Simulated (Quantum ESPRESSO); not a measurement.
# CoO: which magnetic order is lowest, part 2 of 2

Wanted: the moments of CoO and the energy of each order that was tried.

Quantum ESPRESSO 7.5; LDA; plane waves with GBRV 1.5 LDA potentials, no spin-orbit coupling.

So far, absolute magnetization (μB): step 2 (run 1, typed as ferro +) 2.96.

## 3. Start 2: antiferro q=(0,0,1/2) +−

This order needs a doubled cell of 4 atoms. The wavevector q is in fractions of the reciprocal vectors of the crystal's primitive cell, as the cells of these inputs are built from it; moments change sign between cells as cos(2π q·R).

pw.in

```
&CONTROL
  calculation = 'scf'
  prefix = 'pwscf'
  outdir = './tmp'
  pseudo_dir = './pseudo'
  disk_io = 'nowf'
/
&SYSTEM
  ibrav = 0
  nat = 4
  ntyp = 3
  ecutwfc = 40
  ecutrho = 280
  nbnd = 32
  occupations = 'smearing'
  smearing = 'fd'
  degauss = 0.00367493
  nspin = 2
  starting_magnetization(1) = 0.1765
  starting_magnetization(2) = -0.1765
  starting_magnetization(3) = 0
/
&ELECTRONS
  conv_thr = 8d-09
  electron_maxstep = 150
  mixing_beta = 0.3
/
ATOMIC_SPECIES
Co1    58.9332 co_lda_v1.2.uspp.F.UPF
Co2    58.9332 co_lda_v1.2.uspp.F.UPF
O      15.9990 o_lda_v1.2.uspp.F.UPF
CELL_PARAMETERS angstrom
   0.0000000000    2.1315000000    2.1315000000
   2.1315000000    0.0000000000    2.1315000000
   4.2630000000    4.2630000000    0.0000000000
ATOMIC_POSITIONS crystal
Co1     0.0000000000    0.0000000000    0.0000000000
Co2     0.0000000000    0.0000000000    0.5000000000
O       0.5000000000    0.5000000000    0.2500000000
O       0.5000000000    0.5000000000    0.7500000000
K_POINTS automatic
8 8 4 0 0 0
```

The run is started by

```console
> OMP_NUM_THREADS=1 mpirun -n 4 pw.x -nk 4 -in pw.in > pw.out
```

Log:

```text
[banner, memory and clock lines left out]
Program PWSCF v.7.5 starts

     Message from routine setup:
     using ibrav=0 with symmetry is DISCOURAGED, use correct ibrav instead

     bravais-lattice index     =            0
     lattice parameter (alat)  =       5.6964  a.u.
     unit-cell volume          =     261.4042 (a.u.)^3
     number of atoms/cell      =            4
     number of atomic types    =            3
     number of electrons       =        46.00
     number of Kohn-Sham states=           32
     kinetic-energy cutoff     =      40.0000  Ry
     charge density cutoff     =     280.0000  Ry
     scf convergence threshold =      8.0E-09
     mixing beta               =       0.3000
     number of iterations used =            8  plain     mixing
     Exchange-correlation= SLA  PZ   NOGX NOGC
                           (   1   1   0   0   0   0   0)

     celldm(1)=   5.696383  celldm(2)=   0.000000  celldm(3)=   0.000000
     celldm(4)=   0.000000  celldm(5)=   0.000000  celldm(6)=   0.000000

     crystal axes: (cart. coord. in units of alat)
               a(1) = (   0.000000   0.707107   0.707107 )
               a(2) = (   0.707107   0.000000   0.707107 )
               a(3) = (   1.414214   1.414214   0.000000 )

     reciprocal axes: (cart. coord. in units 2 pi/alat)
               b(1) = ( -0.707107  0.707107  0.707107 )
               b(2) = (  0.707107 -0.707107  0.707107 )
               b(3) = (  0.353553  0.353553 -0.353553 )

     PseudoPot. # 1 for Co read from file:
     co_lda_v1.2.uspp.F.UPF
     Pseudo is Ultrasoft + core correction, Zval = 17.0

     PseudoPot. # 2 for Co read from file:
     co_lda_v1.2.uspp.F.UPF
     Pseudo is Ultrasoft + core correction, Zval = 17.0

     PseudoPot. # 3 for O  read from file:
     o_lda_v1.2.uspp.F.UPF
     Pseudo is Ultrasoft + core correction, Zval =  6.0

     atomic species   valence    mass     pseudopotential
     Co1              17.00    58.93320     Co( 1.00)
     Co2              17.00    58.93320     Co( 1.00)
     O                 6.00    15.99900     O ( 1.00)

     Starting magnetic structure
     atomic species   magnetization
     Co1             0.176
     Co2            -0.176
     O               0.000

     12 Sym. Ops., with inversion, found

   Cartesian axes

     site n.     atom                  positions (alat units)
         1        Co1    tau(   1) = (   0.0000000   0.0000000   0.0000000  )
         2        Co2    tau(   2) = (   0.7071068   0.7071068   0.0000000  )
         3        O      tau(   3) = (   0.7071068   0.7071068   0.7071068  )
         4        O      tau(   4) = (   1.4142136   1.4142136   0.7071068  )

     number of k points=    35  Fermi-Dirac smearing, width (Ry)=  0.0037
                       cart. coord. in units 2pi/alat
        k(    1) = (   0.0000000   0.0000000   0.0000000), wk =   0.0039062
        k(    2) = (   0.0883883   0.0883883  -0.0883883), wk =   0.0078125
        k(    3) = (  -0.1767767  -0.1767767   0.1767767), wk =   0.0039062
        k(    4) = (   0.0883883  -0.0883883   0.0883883), wk =   0.0234375
        k(    5) = (   0.1767767   0.0000000   0.0000000), wk =   0.0234375
        [... 30 further k-points ...]

     Dense  grid:    20749 G-vectors     FFT dimensions: (  32,  32,  64)

     Smooth grid:     8953 G-vectors     FFT dimensions: (  24,  24,  45)

     Check: negative core charge=   -0.000039
     Generating pointlists ...
     new r_m :   0.2917 (alat units)  1.6615 (a.u.) for type    1
     new r_m :   0.2917 (alat units)  1.6615 (a.u.) for type    2
     new r_m :   0.2917 (alat units)  1.6615 (a.u.) for type    3

     Initial potential from superposition of free atoms

     starting charge      44.0000, renormalised to      46.0000
     Starting wfcs are   34 randomized atomic wfcs

     Self-consistent Calculation

     iteration #  1     ecut=    40.00 Ry     beta= 0.30
     Davidson diagonalization with overlap
     ethr =  1.00E-02,  avg # of iterations =  3.0

     total energy              =    -656.83602627 Ry
     estimated scf accuracy    <      13.55684563 Ry

     total magnetization       =     0.00 Bohr mag/cell
     absolute magnetization    =     6.08 Bohr mag/cell

     iteration #  2     ecut=    40.00 Ry     beta= 0.30
     Davidson diagonalization with overlap
     ethr =  1.00E-02,  avg # of iterations =  2.8

     total energy              =    -658.97505375 Ry
     estimated scf accuracy    <      15.85618721 Ry

     total magnetization       =     0.00 Bohr mag/cell
     absolute magnetization    =     0.95 Bohr mag/cell

     [... further iterations left out ...]

     iteration # 12     ecut=    40.00 Ry     beta= 0.30
     Davidson diagonalization with overlap
     ethr =  1.75E-08,  avg # of iterations =  1.1

     total energy              =    -661.10910381 Ry
     estimated scf accuracy    <       0.00000041 Ry

     total magnetization       =    -0.00 Bohr mag/cell
     absolute magnetization    =     4.99 Bohr mag/cell

     iteration # 13     ecut=    40.00 Ry     beta= 0.30
     Davidson diagonalization with overlap
     ethr =  8.99E-10,  avg # of iterations =  2.0

     Magnetic moment per site  (integrated on atomic sphere of radius R)
     atom   1 (R=0.292)  charge= 14.6333  magn=  2.3324
     atom   2 (R=0.292)  charge= 14.6332  magn= -2.3325
     atom   3 (R=0.292)  charge=  5.7129  magn= -0.0000
     atom   4 (R=0.292)  charge=  5.7129  magn= -0.0000

     End of self-consistent calculation

     [... lines left out ...]
     the Fermi energy is    13.4128 ev

!    total energy              =    -661.10910386 Ry
     estimated scf accuracy    <          6.3E-09 Ry
     smearing contrib. (-TS)   =      -0.00460933 Ry
     internal energy E=F+TS    =    -661.10449453 Ry

     The total energy is F=E-TS. E is the sum of the following terms:
     one-electron contribution =    -366.47015567 Ry
     hartree contribution      =     209.24481288 Ry
     xc contribution           =     -78.75342830 Ry
     ewald contribution        =    -425.12572344 Ry

     total magnetization       =    -0.00 Bohr mag/cell
     absolute magnetization    =     4.99 Bohr mag/cell

     convergence has been achieved in  13 iterations
```

Wall time 11 s (4 MPI ranks of Intel Xeon 6975P-C (Granite Rapids), shared host); peak memory 0.38 GiB.

Spin moment in the atom's sphere by atom:

| atom | spin moment in the atom's sphere (μB) |
| --- | --- |
| Co1 | 2.33 |
| Co2 | -2.33 |
| O3 | 0.00 |
| O4 | 0.00 |

Read from the output:

```
smearing term TS       : 0.06271 eV
magnetization          : 0 μB
absolute magnetization : 4.988 μB
final state            : antiferromagnetic
```

Spin density in the ac plane at fractional y = 0.000, with atoms of Co within 0.2 Å of it.

Values in e/Å³, 24 rows by 16 columns, each cell a mean:
```
 5.4  5.6  2.8  1.0  0.3  0.1  0.0  0.0  0.0  0.0  0.0  0.0  0.1  0.3  0.8  2.5
 1.4  2.1  1.6  0.8  0.3  0.1  0.0  0.0  0.0  0.0  0.0  0.0  0.0  0.1  0.2  0.6
 0.3  0.5  0.5  0.4  0.2  0.1  0.0  0.0  0.0  0.0  0.0  0.0  0.0  0.0  0.1  0.1
 0.0  0.1  0.1  0.1  0.1  0.0  0.0  0.0  0.0  0.0  0.0  0.0  0.0  0.0  0.0  0.0
 0.0  0.0  0.0  0.0  0.0  0.0  0.0  0.0  0.0  0.0  0.0  0.0  0.0  0.0  0.0  0.0
 0.0  0.0  0.0  0.0  0.0  0.0  0.0  0.0  0.0  0.0  0.0  0.0  0.0  0.0  0.0  0.0
 0.0  0.0  0.0  0.0  0.0  0.0  0.0  0.0  0.0  0.0  0.0  0.0  0.0  0.0  0.0  0.0
 0.0  0.0  0.0  0.0  0.0  0.0  0.0  0.0  0.0  0.0  0.0  0.0 -0.1 -0.1 -0.1 -0.1
-0.1 -0.1  0.0  0.0  0.0  0.0  0.0  0.0  0.0  0.0  0.0 -0.1 -0.2 -0.3 -0.3 -0.2
-1.0 -0.4 -0.2 -0.1  0.0  0.0  0.0  0.0  0.0  0.0  0.0 -0.1 -0.3 -0.7 -1.3 -1.6
-4.3 -2.0 -0.7 -0.2 -0.1  0.0  0.0  0.0  0.0  0.0  0.0 -0.1 -0.3 -1.0 -2.6 -4.8
-8.7 -5.6 -2.0 -0.6 -0.2 -0.1  0.0  0.0  0.0  0.0  0.0 -0.1 -0.2 -0.8 -2.5 -6.4
-5.4 -5.6 -2.8 -1.0 -0.3 -0.1  0.0  0.0  0.0  0.0  0.0  0.0 -0.1 -0.3 -0.8 -2.5
-1.4 -2.1 -1.6 -0.8 -0.3 -0.1  0.0  0.0  0.0  0.0  0.0  0.0  0.0 -0.1 -0.2 -0.6
-0.3 -0.5 -0.5 -0.4 -0.2 -0.1  0.0  0.0  0.0  0.0  0.0  0.0  0.0  0.0 -0.1 -0.1
 0.0 -0.1 -0.1 -0.1 -0.1  0.0  0.0  0.0  0.0  0.0  0.0  0.0  0.0  0.0  0.0  0.0
 0.0  0.0  0.0  0.0  0.0  0.0  0.0  0.0  0.0  0.0  0.0  0.0  0.0  0.0  0.0  0.0
 0.0  0.0  0.0  0.0  0.0  0.0  0.0  0.0  0.0  0.0  0.0  0.0  0.0  0.0  0.0  0.0
 0.0  0.0  0.0  0.0  0.0  0.0  0.0  0.0  0.0  0.0  0.0  0.0  0.0  0.0  0.0  0.0
 0.0  0.0  0.0  0.0  0.0  0.0  0.0  0.0  0.0  0.0  0.0  0.0  0.1  0.1  0.1  0.1
 0.1  0.1  0.0  0.0  0.0  0.0  0.0  0.0  0.0  0.0  0.0  0.1  0.2  0.3  0.3  0.2
 1.0  0.4  0.2  0.1  0.0  0.0  0.0  0.0  0.0  0.0  0.0  0.1  0.3  0.7  1.3  1.6
 4.3  2.0  0.7  0.2  0.1  0.0  0.0  0.0  0.0  0.0  0.0  0.1  0.3  1.0  2.6  4.8
 8.7  5.6  2.0  0.6  0.2  0.1  0.0  0.0  0.0  0.0  0.0  0.1  0.2  0.8  2.5  6.4
```
Columns run along a (3.0 Å), rows up along c (6.0 Å). Atoms in or near the plane, at fractional coordinates: Co at (0.00, 0.00), Co at (0.00, 0.50).

Valence density in the ac plane at fractional y = 0.000, with atoms of Co within 0.2 Å of it. It is the smooth field of the valence electrons, not physical close to the nuclei.

Ten steps, logarithmic in the rise over the least value, from '0' (0 e/Å³) to '9' (48 e/Å³), each cell a mean:
```
9986310000001357
6775310000000135
3444210000000012
0111100000000000
0000000000000000
0000000000000000
0000000000000000
0000000000001111
2100000000012333
6421000000013566
8752100000013689
9974200000012579
9986310000001357
6775310000000135
3444210000000012
0111100000000000
0000000000000000
0000000000000000
0000000000000000
0000000000001111
2100000000012333
6421000000013566
8752100000013689
9974200000012579
```
Columns run along a (3.0 Å), rows up along c (6.0 Å). Atoms in or near the plane, at fractional coordinates: Co at (0.00, 0.00), Co at (0.00, 0.50).

## 4. Run 3 (antiferro q=(0,1/2,1/2) +−)

The cell is doubled to 4 atoms to hold this order.

Changes to pw.in since step 3:

```diff
@@ -33,10 +33,10 @@
    0.0000000000    2.1315000000    2.1315000000
-   2.1315000000    0.0000000000    2.1315000000
-   4.2630000000    4.2630000000    0.0000000000
+   4.2630000000    0.0000000000    4.2630000000
+   4.2630000000    2.1315000000    2.1315000000
 ATOMIC_POSITIONS crystal
 Co1     0.0000000000    0.0000000000    0.0000000000
-Co2     0.0000000000    0.0000000000    0.5000000000
-O       0.5000000000    0.5000000000    0.2500000000
-O       0.5000000000    0.5000000000    0.7500000000
+Co2     0.0000000000    0.5000000000    0.0000000000
+O       0.5000000000    0.0000000000    0.5000000000
+O       0.5000000000    0.5000000000    0.5000000000
 K_POINTS automatic
-8 8 4 0 0 0
+8 4 8 0 0 0
```

Log:

```text
     [... lines left out ...]
Program PWSCF v.7.5 starts
     [... lines left out ...]
     number of atoms/cell      =            4
     [... lines left out ...]
     number of electrons       =        46.00
     number of Kohn-Sham states=           32
     kinetic-energy cutoff     =      40.0000  Ry
     charge density cutoff     =     280.0000  Ry
     scf convergence threshold =      8.0E-09
     [... lines left out ...]
     16 Sym. Ops., with inversion, found
     [... lines left out ...]
     number of k points=    39  Fermi-Dirac smearing, width (Ry)=  0.0037
     [... lines left out ...]
     iteration # 16     ecut=    40.00 Ry     beta= 0.30
     [... lines left out ...]
     Magnetic moment per site  (integrated on atomic sphere of radius R)
     atom   1 (R=0.292)  charge= 14.6343  magn=  2.2921
     atom   2 (R=0.292)  charge= 14.6343  magn= -2.2921
     atom   3 (R=0.292)  charge=  5.7124  magn= -0.1108
     atom   4 (R=0.292)  charge=  5.7124  magn=  0.1108
     [... lines left out ...]
     the Fermi energy is    13.4047 ev
!    total energy              =    -661.07099638 Ry
     estimated scf accuracy    <          3.9E-09 Ry
     smearing contrib. (-TS)   =      -0.00585747 Ry
     [... lines left out ...]
     total magnetization       =     0.00 Bohr mag/cell
     absolute magnetization    =     5.04 Bohr mag/cell
     convergence has been achieved in  16 iterations
```

Wall time 25 s (4 MPI ranks); peak memory 0.4 GiB.

Spin moment in the atom's sphere by atom:

| atom | spin moment in the atom's sphere (μB) |
| --- | --- |
| Co1 | 2.29 |
| Co2 | -2.29 |
| O3 | -0.11 |
| O4 | 0.11 |

Numbers from this step:

```yaml
smearing_term_ts: 0.07969 eV
magnetization: 0 μB
absolute_magnetization: 5.043 μB
final_state: antiferromagnetic
```

## 5. Run 4, typed as no spin polarisation

pw.in

```
&CONTROL
  calculation = 'scf'
  prefix = 'pwscf'
  outdir = './tmp'
  pseudo_dir = './pseudo'
  disk_io = 'nowf'
/
&SYSTEM
  ibrav = 0
  nat = 2
  ntyp = 2
  ecutwfc = 40
  ecutrho = 280
  nbnd = 18
  occupations = 'smearing'
  smearing = 'fd'
  degauss = 0.00367493
/
&ELECTRONS
  conv_thr = 4d-09
  electron_maxstep = 150
  mixing_beta = 0.3
/
ATOMIC_SPECIES
Co     58.9332 co_lda_v1.2.uspp.F.UPF
O      15.9990 o_lda_v1.2.uspp.F.UPF
CELL_PARAMETERS angstrom
   0.0000000000    2.1315000000    2.1315000000
   2.1315000000    0.0000000000    2.1315000000
   2.1315000000    2.1315000000    0.0000000000
ATOMIC_POSITIONS crystal
Co      0.0000000000    0.0000000000    0.0000000000
O       0.5000000000    0.5000000000    0.5000000000
K_POINTS automatic
8 8 8 0 0 0
```

Log:

```text
     [... lines left out ...]
Program PWSCF v.7.5 starts
     [... lines left out ...]
     number of atoms/cell      =            2
     [... lines left out ...]
     number of electrons       =        23.00
     number of Kohn-Sham states=           18
     kinetic-energy cutoff     =      40.0000  Ry
     charge density cutoff     =     280.0000  Ry
     scf convergence threshold =      4.0E-09
     [... lines left out ...]
     48 Sym. Ops., with inversion, found
     [... lines left out ...]
     number of k points=    29  Fermi-Dirac smearing, width (Ry)=  0.0037
     [... lines left out ...]
     iteration # 11     ecut=    40.00 Ry     beta= 0.30
     [... lines left out ...]
     the Fermi energy is    13.0534 ev
!    total energy              =    -330.51494218 Ry
     estimated scf accuracy    <          2.4E-09 Ry
     smearing contrib. (-TS)   =      -0.00278200 Ry
     [... lines left out ...]
     convergence has been achieved in  11 iterations
```

It took 2.6 s on 4 MPI ranks; peak memory 0.26 GiB; 8.9 s of CPU time.

Read from the output:

| Quantity | Value |
| --- | --- |
| smearing term TS | 0.03785 eV |
| final state | non-magnetic (no spin polarisation) |

## 6. The states side by side

An order is kept where moments of 0.15 μB or more survive with the typed signs; meshes match where a doubled cell samples the same k points as the first cell.

Orders:

| start | final state | typed order kept | energy over the lowest (meV a seeded atom) | largest site moment (μB) | net moment (μB a cell of the first run) | mesh matched | CPU time (s) |
| --- | --- | --- | --- | --- | --- | --- | --- |
| ferro + | ferromagnetic | yes | 138.3 | 2.479 | 2.939 | yes | 16.45 |
| antiferro q=(0,0,1/2) +- | antiferromagnetic | yes | 0 | 2.332 | 0 | yes | 41.56 |
| antiferro q=(0,1/2,1/2) +- | antiferromagnetic | yes | 259.2 | 2.292 | 0 | yes | 97.19 |
| no spin polarisation | non-magnetic | - | 538.9 | 0 | 0 | yes | 8.91 |

## 7. Couplings from the energies

E = −Σ J e·e over ordered pairs of unit vectors, so each pair counts twice. As many shells are taken as there are differences of energy, so the couplings are solved for and no residual tests the model; further shells are folded in, and shells whose pairs keep their relative signs in all orders cancel and are not probed. Couplings from the energies:

| pair | distance (Å) | neighbours an atom | J (meV) |
| --- | --- | --- | --- |
| Co-Co | 3.014 | 12 | 7.559 |
| Co-Co | 4.263 | 6 | -19.08 |

## 8. Outcome

```yaml
lowest_state_found: antiferromagnetic (from antiferro q=(0,0,1/2) +-)
largest_site_moment: 2.33 μB
next_state_with_moments: ferromagnetic, 138 meV a seeded atom higher
state_without_moments: 539 meV a seeded atom higher
j_of_the_weightiest_shell: -19.1 meV
```

In words: The largest moment changes by 7.5 % between the kept orders, a modest change. This is the lowest of 4 collinear or spinless starts, no proof of the ground state. No Hubbard term acts here. In such compounds local and semilocal functionals without one often delocalise the d electrons, and can shrink or lose moments and miss the size, sign and order of the couplings. The smearing term is large for its width, so states at the Fermi level are partly filled: at this level the cell is a metal or has a gap of a few widths at most.

[Logs and program files are shortened in this print: banners, set-up blocks, solver, clock and traceback lines can be left out without a mark of their own.]

[Logs are printed without paths, hosts, clocks, repeated set-up lines and the standing remarks that a program may print on its own settings, such as how far it seeks lower states.]

[Hosts, paths, dates, database ids (printed as entryN), source tags and the programs' standing remarks are cut or masked in the printed files.]

[Where a cell is said to come from a database of computed structures, the database is the Materials Project.]
